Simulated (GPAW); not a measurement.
# Optical response of NaI, part 2 of 2

Aim: the dielectric function of NaI, and the optical constants that follow from it.

GPAW 26.7.0; DFT, LDA, plane-wave PAW (GPAW data sets), scalar-relativistic, RPA, optical limit.

So far. Step 2 (Ground state): There is a gap, 3.34 eV on this mesh (points off the mesh can give less), so no carriers' term is needed.

### Step 4. Dielectric function, RPA

Transitions between filled and empty bands, summed over the zone, give the optical response, so mesh, band count and broadening shape it.

The induced potential is part of this response.

This step: DFT, LDA, plane-wave PAW (GPAW data sets), scalar-relativistic, RPA, optical limit (GPAW 26.7.0).

df.py

```python
from gpaw.response.df import DielectricFunction

df = DielectricFunction('full.gpw', frequencies={'type': 'nonlinear', 'domega0': 0.03, 'omega2': 8},
                        ecut=50,
                        eta=0.1,
                        nbands=41,
                        txt='df.txt')
for direction in ['x']:
    df.get_dielectric_function(xc='RPA', direction=direction, filename=f'df_{direction}.csv')
```

On the command line:

```
> OMP_NUM_THREADS=1 python df.py
```

The program printed:

```text
Using integrator: PointIntegrator
NonLinearFrequencyDescriptor(from 0.000 to 58.501 eV, 485 points)
Nonperiodic BCs:  [False False False]
Using integrator: PointIntegrator
NonLinearFrequencyDescriptor(from 0.000 to 58.501 eV, 485 points)
Nonperiodic BCs:  [False False False]

Calculating chi0 body with:
    Ground state adapter containing:
    Number of spins: 1
    Number of kpoints: 4096
    Number of irreducible kpoints: 145
    Number of completely occupied states: 7
    Number of partially occupied states: 7

    Linear response parametrization:
    q_c: [0.0, 0.0, 0.0]
    Number of frequency points: 485
    Planewave cutoff: 50.0
    Number of bands: 41
    Number of planewaves: 59
    Broadening (eta): 0.1

Integrating chi0 body.

Symmetries of q_c:
    Direct symmetries (Uq -> q): 48
    Indirect symmetries (TUq -> q): 0
In total 48 allowed symmetries.

145 groups of equivalent kpoints. 96.4599609375% reduction.

Integral kind: spectral function

Calculating chi0 optical extensions with:
    Ground state adapter containing:
    Number of spins: 1
    Number of kpoints: 4096
    Number of irreducible kpoints: 145
    Number of completely occupied states: 7
    Number of partially occupied states: 7

    Linear response parametrization:
    Number of frequency points: 485
    Planewave cutoff: 50.0
    Number of bands: 41
    Number of planewaves: 59
    Broadening (eta): 0.1
Integrating chi0 head and wings.

Symmetries of q_c:
    Direct symmetries (Uq -> q): 48
    Indirect symmetries (TUq -> q): 0
In total 48 allowed symmetries.

145 groups of equivalent kpoints. 96.4599609375% reduction.

Integral kind: spectral function wings
```

The job ended after 30 s (1 thread of Arm Neoverse V1, shared host; peak memory 0.29 GiB).

This step gave:

```
electronic dielectric constant ε∞, mean over x, y and z (by symmetry where fewer were run) : 3.191
main peak of Im epsilon, first axis                                                        : 5.940 eV
centre of weight of the strongest loss peak in the window                                  : 13.54 eV
```

Some rows of df_x.csv (energy; Re and Im without local fields; Re and Im with them):

```text
0.000000, 3.874961, 0.000000, 3.191328, 0.000000
0.555532, 3.896748, 0.007932, 3.207085, 0.005739
1.143969, 3.970444, 0.017459, 3.260456, 0.012658
1.768324, 4.118363, 0.030825, 3.367970, 0.022471
2.431988, 4.391842, 0.054389, 3.568640, 0.040237
3.138794, 4.967246, 0.134641, 4.005135, 0.106346
3.893091, 5.692056, 0.975742, 4.481710, 0.838159
4.699832, 6.913369, 1.764859, 5.146785, 1.349856
5.564682, 6.248405, 7.300221, 4.948795, 4.852679
6.494155, 1.760633, 5.228682, 0.922550, 3.395863
7.495775, -0.349060, 6.013726, 1.258628, 3.721409
8.578281, -1.904935, 3.737053, 0.222787, 3.295030
9.751884, -1.345472, 1.858857, -0.240155, 1.973660
11.028587, -0.652671, 0.829418, -0.378140, 1.133873
12.422601, -0.040363, 0.607617, 0.140967, 0.588269
13.950874, 0.152219, 0.575425, 0.404859, 0.534430
15.633783, 0.184962, 0.480636, 0.514449, 0.517681
17.496047, 0.287841, 0.336332, 0.588992, 0.440005
19.567954, 0.486460, 0.163766, 0.620106, 0.277633
```

The Im ε, E ∥ x has structure finer than the step of the table below, so its rows give means over 1 eV, whole bins alone (the curve runs from 0 to 19.9 eV). Peaks (eV: height): 5.9: 5.67, 7.4: 3.72.

Values under the direct gap are tails of Lorentzian lines. The Im ε, E ∥ x by photon energy; means over each step:

| photon energy (eV) | Im ε, E ∥ x |
| --- | --- |
| 1 | 0.0110 |
| 2 | 0.0283 |
| 3 | 0.123 |
| 4 | 0.813 |
| 5 | 2.41 |
| 6 | 4.76 |
| 7 | 3.23 |
| 8 | 3.33 |
| 9 | 2.84 |
| 10 | 1.89 |
| 11 | 1.18 |
| 12 | 0.748 |
| 13 | 0.581 |
| 14 | 0.515 |
| 15 | 0.536 |
| 16 | 0.534 |
| 17 | 0.444 |
| 18 | 0.409 |
| 19 | 0.309 |

Re ε, E ∥ x against photon energy:

| photon energy (eV) | Re ε, E ∥ x |
| --- | --- |
| 0.0 | 3.19 |
| 0.5 | 3.20 |
| 1.0 | 3.24 |
| 1.5 | 3.31 |
| 2.0 | 3.43 |
| 2.5 | 3.60 |
| 3.0 | 3.88 |
| 3.5 | 4.37 |
| 4.0 | 4.35 |
| 4.5 | 4.74 |
| 5.0 | 5.82 |
| 5.5 | 5.14 |
| 6.0 | 2.07 |
| 6.5 | 0.938 |
| 7.0 | 1.84 |
| 7.5 | 1.25 |
| 8.0 | 1.03 |
| 8.5 | 0.394 |
| 9.0 | -0.0485 |
| 9.5 | -0.364 |
| 10.0 | -0.218 |
| 10.5 | -0.482 |
| 11.0 | -0.381 |
| 11.5 | -0.166 |
| 12.0 | -0.0663 |
| 12.5 | 0.192 |
| 13.0 | 0.226 |
| 13.5 | 0.397 |
| 14.0 | 0.407 |
| 14.5 | 0.501 |
| 15.0 | 0.625 |
| 15.5 | 0.500 |
| 16.0 | 0.508 |
| 16.5 | 0.492 |
| 17.0 | 0.536 |
| 17.5 | 0.588 |
| 18.0 | 0.545 |
| 18.5 | 0.552 |
| 19.0 | 0.562 |
| 19.5 | 0.618 |

The reflectivity at normal incidence, E ∥ x has structure finer than the step of the table below, so its rows give means over 0.5 eV, whole bins alone (the curve runs from 0 to 19.9 eV). Peaks (eV: height): 5.97: 26.7, 9.28: 27.7, 10.59: 27.2, 12.02: 19.9.

Table of reflectivity at normal incidence, E ∥ x by photon energy; means over each step:

| photon energy (eV) | reflectivity at normal incidence, E ∥ x (%) |
| --- | --- |
| 0.5 | 8.02 |
| 1.0 | 8.18 |
| 1.5 | 8.47 |
| 2.0 | 8.92 |
| 2.5 | 9.60 |
| 3.0 | 10.7 |
| 3.5 | 12.4 |
| 4.0 | 13.4 |
| 4.5 | 14.9 |
| 5.0 | 18.8 |
| 5.5 | 23.1 |
| 6.0 | 24.8 |
| 6.5 | 19.5 |
| 7.0 | 16.9 |
| 7.5 | 19.9 |
| 8.0 | 19.2 |
| 8.5 | 22.6 |
| 9.0 | 24.4 |
| 9.5 | 25.3 |
| 10.0 | 23.0 |
| 10.5 | 25.6 |
| 11.0 | 25.6 |
| 11.5 | 21.5 |
| 12.0 | 18.3 |
| 12.5 | 12.9 |
| 13.0 | 11.0 |
| 13.5 | 7.16 |
| 14.0 | 6.59 |
| 14.5 | 4.43 |
| 15.0 | 3.73 |
| 15.5 | 4.80 |
| 16.0 | 4.60 |
| 16.5 | 4.64 |
| 17.0 | 3.90 |
| 17.5 | 3.55 |
| 18.0 | 3.63 |
| 18.5 | 3.34 |
| 19.0 | 2.76 |
| 19.5 | 2.07 |

The Im ε, E ∥ x has structure finer than the step of the table below, so its rows give means over 0.5 eV, whole bins alone (the curve runs from 0 to 19.9 eV). Peaks (eV: height): without local fields 5.92: 7.81, 7.21: 6.60; with local fields 5.92: 5.67, 7.44: 3.72.

Values under the direct gap are tails of Lorentzian lines. The Im ε, E ∥ x by photon energy; means over each step:

| photon energy (eV) | without local fields | with local fields |
| --- | --- | --- |
| 0.5 | 0.00714 | 0.00517 |
| 1.0 | 0.0150 | 0.0109 |
| 1.5 | 0.0246 | 0.0179 |
| 2.0 | 0.0377 | 0.0276 |
| 2.5 | 0.0588 | 0.0437 |
| 3.0 | 0.112 | 0.0871 |
| 3.5 | 0.472 | 0.407 |
| 4.0 | 0.944 | 0.798 |
| 4.5 | 1.46 | 1.16 |
| 5.0 | 3.16 | 2.21 |
| 5.5 | 6.63 | 4.49 |
| 6.0 | 6.88 | 5.04 |
| 6.5 | 5.47 | 3.47 |
| 7.0 | 6.19 | 3.18 |
| 7.5 | 5.93 | 3.52 |
| 8.0 | 5.12 | 3.22 |
| 8.5 | 4.10 | 3.32 |
| 9.0 | 2.91 | 2.91 |
| 9.5 | 2.05 | 2.19 |
| 10.0 | 1.61 | 1.89 |
| 10.5 | 1.09 | 1.61 |
| 11.0 | 0.862 | 1.17 |
| 11.5 | 0.756 | 0.872 |
| 12.0 | 0.695 | 0.787 |
| 12.5 | 0.639 | 0.622 |
| 13.0 | 0.586 | 0.586 |
| 13.5 | 0.609 | 0.530 |
| 14.0 | 0.563 | 0.533 |
| 14.5 | 0.568 | 0.438 |
| 15.0 | 0.676 | 0.559 |
| 15.5 | 0.521 | 0.566 |
| 16.0 | 0.451 | 0.542 |
| 16.5 | 0.368 | 0.492 |
| 17.0 | 0.346 | 0.444 |
| 17.5 | 0.315 | 0.439 |
| 18.0 | 0.252 | 0.403 |
| 18.5 | 0.210 | 0.362 |
| 19.0 | 0.175 | 0.301 |
| 19.5 | 0.166 | 0.277 |

Values under the direct gap are tails of Lorentzian lines. Loss function −Im 1/ε at q → 0, E ∥ x against energy loss; read off at these points:

energy loss (eV), loss function −Im 1/ε at q → 0, E ∥ x and a bar:
```
     0.00       0.00 
     0.50       0.00 
     1.00       0.00 
     1.50       0.00 
     2.00       0.00 
     2.50       0.00 
     3.00       0.01 
     3.50       0.02 
     4.00       0.04 #
     4.50       0.04 #
     5.00       0.05 #
     5.50       0.10 ##
     6.00       0.16 ###
     6.50       0.28 #####
     7.00       0.24 ####
     7.50       0.24 ####
     8.00       0.28 #####
     8.50       0.29 #####
     9.00       0.35 ######
     9.50       0.45 ########
    10.00       0.52 #########
    10.50       0.56 ##########
    11.00       0.77 ##############
    11.50       1.12 ####################
    12.00       1.20 ######################
    12.34       1.64 ##############################
    12.50       1.53 ############################
    12.92       1.54 ############################
    13.00       1.53 ############################
    13.50       1.22 ######################
    14.00       1.18 ######################
    14.50       0.98 ##################
    15.00       0.80 ###############
    15.50       0.99 ##################
    16.00       0.98 ##################
    16.44       1.02 ###################
    16.50       1.02 ###################
    17.00       0.92 #################
    17.50       0.82 ###############
    17.72       0.96 #################
    18.00       0.87 ################
    18.50       0.83 ###############
    19.00       0.74 #############
    19.50       0.61 ###########
```

From ε follow the optical constants at some laser and lamp lines:

| wavelength (nm) | n | k | R (%) | 1/α |
| --- | --- | --- | --- | --- |
| 633 | 1.85 | 0.007 | 8.9 | 7.0 µm |
| 532 | 1.88 | 0.010 | 9.3 | 4.3 µm |
| 450 | 1.93 | 0.015 | 10.1 | 2.4 µm |
| 405 | 1.98 | 0.023 | 10.9 | 1.4 µm |
| 308 | 2.10 | 0.175 | 12.9 | 140 nm |
| 248 | 2.45 | 0.402 | 18.7 | 49 nm |
| 193 | 1.58 | 1.223 | 22.5 | 13 nm |

Below the direct gap, k and the depth come from the tails of the Lorentzian lines, not from transitions.

Rows near the edge hang on the gap, which this functional as a rule makes too small, and phonon-assisted absorption is left out.

### Step 5. What came out

| Quantity | Value |
| --- | --- |
| electronic dielectric constant ε∞, mean over x, y and z (by symmetry where fewer were run) (RPA) | 3.19 |
| main peak of Im epsilon, first axis | 5.94 eV |
| centre of weight of the strongest loss peak in the window, first axis | 13.5 eV |

What this shows: At this level (LDA, RPA) NaI has ε∞ = 3.19 and n = 1.80 at 1550 nm, and Im ε peaks at 5.9 eV. On the mesh the gap is 3.34 eV and the least direct gap 3.34 eV. Local fields change the static value along x from 3.88 to 3.19 (-18 %). Distinct maxima of Im ε, read by a parabola through the highest points, lie at 5.94 eV (5.7), 7.47 eV (3.7) and 8.36 eV (3.5). Excitons and phonon-assisted transitions are missing; LDA gaps are as a rule too small, which pulls the onset down and ε∞ up. Spin-orbit coupling is left out although heavy atoms are present. The sum runs over mesh points, so small or evenly spaced maxima can still be ripples of the mesh.

[Machine, clock and banner lines and Python warnings are left out of the logs.]

[Logs are printed without paths, hosts, clocks, repeated set-up lines and the standing remarks that a program may print on its own settings, such as how far it seeks lower states.]

[Hosts, paths, dates, database ids (printed as entryN), source tags and the programs' standing remarks are cut or masked in the printed files.]
